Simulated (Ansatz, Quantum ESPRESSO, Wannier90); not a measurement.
# zigzag Re chain, bond 2.25 Å, width 1.6 Å: Wannier functions and conductance, part 2 of 5

How many channels does the wire offer, and does a small Wannier basis get them right? The wire: zigzag Re chain, bond 2.25 Å, width 1.6 Å.

Quantum ESPRESSO 7.5 and Wannier90 3.1.0; plane-wave DFT, PBE, PseudoDojo norm-conserving pseudopotentials; cross-check by Ansatz 0.2.0 with PAW datasets.

So far. Step 2 (Self-consistent run): The run needed 12 iterations to bring the estimated error under 1e-07 Ry; the largest force on any atom, held or free, is 1.05 eV/Å.

## (4) Neighbour list from wannier90 -pp

Level of this step: maximally localised Wannier functions and ballistic conductance; plane-wave DFT, PBE, PseudoDojo norm-conserving pseudopotentials (Wannier90).

The .win file sets projections and windows: states in the frozen window are kept exactly, the outer window gives room to disentangle.

File wan.win:

```
num_wann = 18
num_bands = 39
num_iter = 200
num_print_cycles = 20
conv_tol = 1e-8
conv_window = 5
guiding_centres = true
dis_num_iter = 1500
dis_conv_tol = 1e-8
dis_win_min = -11.3278
dis_win_max = 8.6722
dis_froz_max = 1.1722
search_shells = 120
fermi_energy = -0.3278

transport = true
transport_mode = bulk
one_dim_axis = z
dist_cutoff = 18.88
dist_cutoff_mode = one_dim
tran_win_min = -4.0
tran_win_max = 2.0
tran_energy_step = 0.02

bands_plot = true
bands_num_points = 96
begin kpoint_path
G 0.0 0.0 0.0 Z 0.0 0.0 0.5
end kpoint_path

begin projections
Re:s;p;d
end projections

begin unit_cell_cart
ang
  9.0000000000 0.0000000000 0.0000000000
  0.0000000000 8.0000000000 0.0000000000
  0.0000000000 0.0000000000 3.1638584039
end unit_cell_cart

begin atoms_frac
  Re -0.0888888889 0.0000000000 0.0000000000
  Re 0.0888888889 0.0000000000 0.5000000000
end atoms_frac

mp_grid = 1 1 12
begin kpoints
  0.0 0.0 0.0000000000
  0.0 0.0 0.0833333333
  0.0 0.0 0.1666666667
  0.0 0.0 0.2500000000
  0.0 0.0 0.3333333333
  0.0 0.0 0.4166666667
  0.0 0.0 0.5000000000
  0.0 0.0 0.5833333333
  0.0 0.0 0.6666666667
  0.0 0.0 0.7500000000
  0.0 0.0 0.8333333333
  0.0 0.0 0.9166666667
end kpoints
```

Command:

```bash
OMP_NUM_THREADS=1 wannier90.x -pp wan > wan.pp.log
```

The log of the run:

```text
+---------------------------------------------------+
             |                                                   |
             |                   WANNIER90                       |
             |                                                   |
             +---------------------------------------------------+
             |                                                   |
             |        Welcome to the Maximally-Localized         |
             |        Generalized Wannier Functions code         |
             |                             |
             |                                                   |
             |                                                   |
             |  Wannier90 Developer Group:                       |
             |    Giovanni Pizzi    (EPFL)                       |
             |    Valerio Vitale    (Cambridge)                  |
             |    David Vanderbilt  (Rutgers University)         |
             |    Nicola Marzari    (EPFL)                       |
             |    Ivo Souza         (Universidad del Pais Vasco) |
             |    Arash A. Mostofi  (Imperial College London)    |
             |    Jonathan R. Yates (University of Oxford)       |
             |                                                   |
             |  For the full list of Wannier90 3.x authors,      |
             |  please check the code documentation and the      |
             |  README on the GitHub page of the code            |
             |                                                   |
             |                                                   |
             |  Please cite                                      |
             |                                                   |
             |  [ref] "Wannier90 as a community code:            |
             |        new features and applications",            |
             |        G. Pizzi et al., J. Phys. Cond. Matt. 32,  |
             |        165902 (2020).                             |
             |            |
             |                                                   |
             |  in any publications arising from the use of      |
             |  this code. For the method please cite            |
             |                                                   |
             |  [ref] "Maximally Localized Generalised Wannier   |
             |         Functions for Composite Energy Bands"     |
             |         N. Marzari and D. Vanderbilt              |
             |         Phys. Rev. B 56 12847 (1997)              |
             |                                                   |
             |  [ref] "Maximally Localized Wannier Functions     |
             |         for Entangled Energy Bands"               |
             |         I. Souza, N. Marzari and D. Vanderbilt    |
             |         Phys. Rev. B 65 035109 (2001)             |
             |                                                   |
             |                                                   |
             | Copyright (c) 1996-2020                           |
             |        The Wannier90 Developer Group and          |
             |        individual contributors                    |
             |                                                   |
             |      Release: 3.1.0        5th March    2020      |
             |                                                   |
             | This program is free software; you can            |
             | redistribute it and/or modify it under the terms  |
             | of the GNU General Public License as published by |
             | the Free Software Foundation; either version 2 of |
             | the License, or (at your option) any later version|
             |                                                   |
             | This program is distributed in the hope that it   |
             | will be useful, but WITHOUT ANY WARRANTY; without |
             | even the implied warranty of MERCHANTABILITY or   |
             | FITNESS FOR A PARTICULAR PURPOSE. See the GNU     |
             | General Public License for more details.          |
             |                                                   |
             | You should have received a copy of the GNU General|
             | Public License along with this program; if not,   |
             | write to the Free Software Foundation, Inc.,      |
             | 675 Mass Ave, Cambridge, MA 02139, USA.           |
             |                                                   |
             +---------------------------------------------------+
[date or host left out]
             +---------------------------------------------------+

 ******************************************************************************
 * -> Using CODATA 2006 constant values                                       *
 *    (                      *
 * -> Using Bohr value from CODATA                                            *
 ******************************************************************************

 Running in serial (with parallel executable)

                                    ------
                                    SYSTEM
                                    ------

                              Lattice Vectors (Ang)
                    a_1     9.000000   0.000000   0.000000
                    a_2     0.000000   8.000000   0.000000
                    a_3     0.000000   0.000000   3.163858

                   Unit Cell Volume:     227.79781  (Ang^3)

                        Reciprocal-Space Vectors (Ang^-1)
                    b_1     0.698132   0.000000   0.000000
                    b_2     0.000000   0.785398   0.000000
                    b_3     0.000000   0.000000   1.985925

 *----------------------------------------------------------------------------*
 |   Site       Fractional Coordinate          Cartesian Coordinate (Ang)     |
 +----------------------------------------------------------------------------+
 | Re   1  -0.08889   0.00000   0.00000   |   -0.80000   0.00000   0.00000    |
 | Re   2   0.08889   0.00000   0.50000   |    0.80000   0.00000   1.58193    |
 *----------------------------------------------------------------------------*
                                ------------
                                K-POINT GRID
                                ------------

             Grid size =  1 x  1 x 12      Total points =   12

 *---------------------------------- MAIN ------------------------------------*
 |  Number of Wannier Functions               :                18             |
[...]
|  Iterations before starting guiding centres:                 0             |
 |  Iterations between using guiding centres  :                 1             |
 *----------------------------------------------------------------------------*
 *------------------------------- DISENTANGLE --------------------------------*
 |  Using band disentanglement                :                 T             |
 |  Total number of iterations                :              1500             |
 |  Mixing ratio                              :             0.500             |
 |  Convergence tolerence                     :         1.000E-08             |
 |  Convergence window                        :                 3             |
 *----------------------------------------------------------------------------*
 *-------------------------------- PLOTTING ----------------------------------*
 |  Plotting interpolated bandstructure       :                 T             |
 |   Number of K-path sections                :                 1             |
 |   Divisions along first K-path section     :                96             |
 |   Output format                            :           gnuplot             |
 |   Output mode                              :               s-k             |
 *----------------------------------------------------------------------------*
 |   K-space path sections:                                                   |
 |    From: G       0.000  0.000  0.000     To: Z       0.000  0.000  0.500   |
 *----------------------------------------------------------------------------*
 *------------------------------- TRANSPORT ----------------------------------*
 |  Transport mode                            :              bulk             |
 |   Hamiltonian from external files          :                 F             |
 |   System extended in                       :                 z             |
 |   Centre of the unit cell to which WF are translated (fract. coords):      |
 |                                       0.000000,    0.000000,    0.000000   |
 |  Fermi energy (eV)                         :            -0.328             |
 *----------------------------------------------------------------------------*
 Time to read parameters        0.003 (sec)

 *---------------------------------- K-MESH ----------------------------------*
 +----------------------------------------------------------------------------+
 |                    Distance to Nearest-Neighbour Shells                    |
 |                    ------------------------------------                    |
 |          Shell             Distance (Ang^-1)          Multiplicity         |
 |          -----             -----------------          ------------         |
 |             1                   0.165494                      2            |
 |             2                   0.330987                      2            |
 |             3                   0.496481                      2            |
 |             4                   0.661975                      2            |
 |             5                   0.698132                      2            |
 |             6                   0.717479                      4            |
 |             7                   0.772619                      4            |
 |             8                   0.785398                      2            |
 |             9                   0.802645                      4            |
 |            10                   0.827469                      2            |
 |            11                   0.852293                      4            |
 |            12                   0.856669                      4            |
 |            13                   0.929163                      4            |
 |            14                   0.962080                      4            |
 |            15                   0.992962                      2            |
 |            16                   1.027162                      4            |
[...]
|           113                   2.294237                      4            |
 |           114                   2.303306                      8            |
 |           115                   2.316912                      2            |
 |           116                   2.317858                      4            |
 |           117                   2.324420                      8            |
 |           118                   2.332713                      8            |
 |           119                   2.356194                      2            |
 |           120                   2.361999                      4            |
 +----------------------------------------------------------------------------+
 | The b-vectors are chosen automatically                                     |
 | SVD found small singular value, Rejecting this shell and trying the next   |
 | SVD found small singular value, Rejecting this shell and trying the next   |
 | The following shells are used:   1,  5,  8                                 |
 +----------------------------------------------------------------------------+
 |                        Shell   # Nearest-Neighbours                        |
 |                        -----   --------------------                        |
 |                          1               2                                 |
 |                          5               2                                 |
 |                          8               2                                 |
 +----------------------------------------------------------------------------+
 | Completeness relation is fully satisfied [Eq. (B1), PRB 56, 12847 (1997)]  |
 +----------------------------------------------------------------------------+
 |                  b_k Vectors (Ang^-1) and Weights (Ang^2)                  |
 |                  ----------------------------------------                  |
 |            No.         b_k(x)      b_k(y)      b_k(z)        w_b           |
 |            ---        --------------------------------     --------        |
 |             1         0.000000    0.000000    0.165494    18.256051        |
 |             2         0.000000    0.000000   -0.165494    18.256051        |
 |             3         0.698132    0.000000    0.000000     1.025877        |
 |             4        -0.698132    0.000000    0.000000     1.025877        |
 |             5         0.000000    0.785398    0.000000     0.810569        |
 |             6         0.000000   -0.785398    0.000000     0.810569        |
 +----------------------------------------------------------------------------+
 |                           b_k Directions (Ang^-1)                          |
 |                           -----------------------                          |
 |            No.           x           y           z                         |
 |            ---        --------------------------------                     |
 |             1         0.000000    0.000000    0.165494                     |
 |             2         0.698132    0.000000    0.000000                     |
 |             3         0.000000    0.785398    0.000000                     |
 +----------------------------------------------------------------------------+

 Time to get kmesh              0.011 (sec)
 *============================================================================*
 |                              MEMORY ESTIMATE                               |
 |         Maximum RAM allocated during each phase of the calculation         |
 *============================================================================*
 |                        Disentanglement            2.63 Mb                  |
 |                            Wannierise:            1.17 Mb                  |
 |                          plot_wannier:            1.17 Mb                  |
 *----------------------------------------------------------------------------*

 Starting a new Wannier90 calculation ...

 Time to write kmesh            0.015 (sec)

 Exiting... wan.nnkp written.
```

Run time: 0.47 s. Hardware: 1 MPI rank of Arm Neoverse V2, shared host; peak memory 0.09 GiB.

## (5) Overlaps and projections

pw2wannier90.x computes the overlaps between neighbouring k-points and the projections.

File wan.p2w.in:

```
&inputpp
  prefix = 'nscf'
  outdir = './out'
  seedname = 'wan'
  write_mmn = .true.
  write_amn = .true.
  write_unk = .false.
/
```

Command:

```bash
OMP_NUM_THREADS=1 mpirun -n 2 pw2wannier90.x -in wan.p2w.in > wan.p2w.out
```

The log of the run:

```text
[banner, memory and clock lines left out]
Program PW2WANNIER v.7.5 starts

          URL

     Reading nscf_save data

     ./out/nscf.save/

     IMPORTANT: XC functional enforced from input :
     Exchange-correlation= PBE
                           (   1   4   3   4   0   0   0)
     Any further DFT definition will be discarded
     Please, verify this is what you really want

     Reading collected, re-writing distributed wavefunctions

      Spin CASE ( default = unpolarized )

  Wannier mode is: standalone

  -----------------
  *** Reading nnkp
  -----------------

  Checking info from wannier.nnkp file

  - Real lattice is ok
  - Reciprocal lattice is ok
  - K-points are ok
  - Number of wannier functions is ok ( 18)
  - All guiding functions are given

  Projections:
   -0.088890    0.000000    0.000000  0  1  1    1.000000
   -0.088890    0.000000    0.000000  1  1  1    1.000000
   -0.088890    0.000000    0.000000  1  2  1    1.000000
   -0.088890    0.000000    0.000000  1  3  1    1.000000
   -0.088890    0.000000    0.000000  2  1  1    1.000000
   -0.088890    0.000000    0.000000  2  2  1    1.000000
   -0.088890    0.000000    0.000000  2  3  1    1.000000
   -0.088890    0.000000    0.000000  2  4  1    1.000000
   -0.088890    0.000000    0.000000  2  5  1    1.000000
    0.088890    0.000000    0.175770  0  1  1    1.000000
    0.088890    0.000000    0.175770  1  1  1    1.000000
    0.088890    0.000000    0.175770  1  2  1    1.000000
    0.088890    0.000000    0.175770  1  3  1    1.000000
    0.088890    0.000000    0.175770  2  1  1    1.000000
    0.088890    0.000000    0.175770  2  2  1    1.000000
    0.088890    0.000000    0.175770  2  3  1    1.000000
    0.088890    0.000000    0.175770  2  4  1    1.000000
    0.088890    0.000000    0.175770  2  5  1    1.000000

  Reading data about k-point neighbours

  All neighbours are found

  Opening pp-files

  *** Compute  A projections

  Number of local k points =       12
       1       2       3       4       5       6       7       8       9      10
      11      12
  AMN calculated

  ---------------
  *** Compute  M
  ---------------

  Number of local k points =       12
       1       2       3       4       5       6       7       8       9      10
      11      12
  MMN calculated

  *** Orbital terms are not computed

  *** SHC terms are not computed

  ----------------
  *** Write bands
  ----------------

  *** Plot info is not printed

  *** Parity info is not printed

  ------------
  *** Stop pp
  ------------

     Internal routines:
```

Elapsed: 16 s, on 2 MPI ranks; peak memory 0.13 GiB.

(Continued in part 3 of 5.)

[Logs are printed without paths, hosts, clocks, repeated set-up lines and the standing remarks that a program may print on its own settings, such as how far it seeks lower states.]

[Hosts, paths, dates, database ids (printed as entryN), source tags and the programs' standing remarks are cut or masked in the printed files.]

[Maps of the electrostatic potential energy from Ansatz leave out the sawtooth potential of an applied field or a dipole correction, so their vacuum need not be flat; planar profiles and work functions include it.]
